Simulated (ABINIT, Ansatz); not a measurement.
Planning a run of ABINIT 10.8.3 on SnSe2 (P-3m1). The input:

```
acell 3*1.0 Angstrom
rprim 
  3.810999999987 0.000000000003 0.000000000000
  -1.905499999996 3.300422813810 0.000000000000
  0.000000000000 0.000000000000 6.136000000000
ntypat 2
znucl 50 34
natom 3
typat 1 2 2
xred 
  0.000000000000 0.000000000000 0.000000000000
  0.333333333333 0.666666666667 0.249000000000
  0.666666666667 0.333333333333 0.751000000000
pp_dirpath "pseudos"
pseudos "Sn.upf, Se.upf"
ecut 48
ngkpt 6 6 4
nshiftk 1
shiftk 0 0 0
kptopt 1
chksymbreak 0
nband 40
occopt 1
tolvrs 1e-10
nstep 60
prtwf 0
optforces 0
optstress 0
indata_prefix "in"
outdata_prefix "out"
tmpdata_prefix "tmp"
```

```sh
OMP_NUM_THREADS=1 mpirun -n 8 abinit run.abi > log
```

Estimate wall time and host memory on 8 MPI ranks of Intel Xeon Platinum 8259CL at 2.50GHz (Skylake/Cascade Lake), shared host.

It took 94 s; on shared hardware allow 47 s to 3.1 min. Peak host memory was 1.1 GiB.

[Paths, hosts, dates, memory and timing lines, banners, echoed tables and standing remarks are left out of the program output.]

[Logs are printed without paths, hosts, clocks, repeated set-up lines and the standing remarks that a program may print on its own settings, such as how far it seeks lower states.]

[Runs of the session that timed out or met a known fault of the program may be left out.]

[Hosts, paths, dates, database ids (printed as entryN), source tags and the programs' standing remarks are cut or masked in the printed files.]

[G0W0 gaps are taken among the corrected bands and points alone; a level outside them can change the order at an edge.]

[Where Ansatz stands beside ABINIT at settings called matched, ABINIT's density can come from a denser mesh and the files from another edition; pairs whose starting gaps differed by over 0.03 eV were left out, so agreement reads better than it is.]
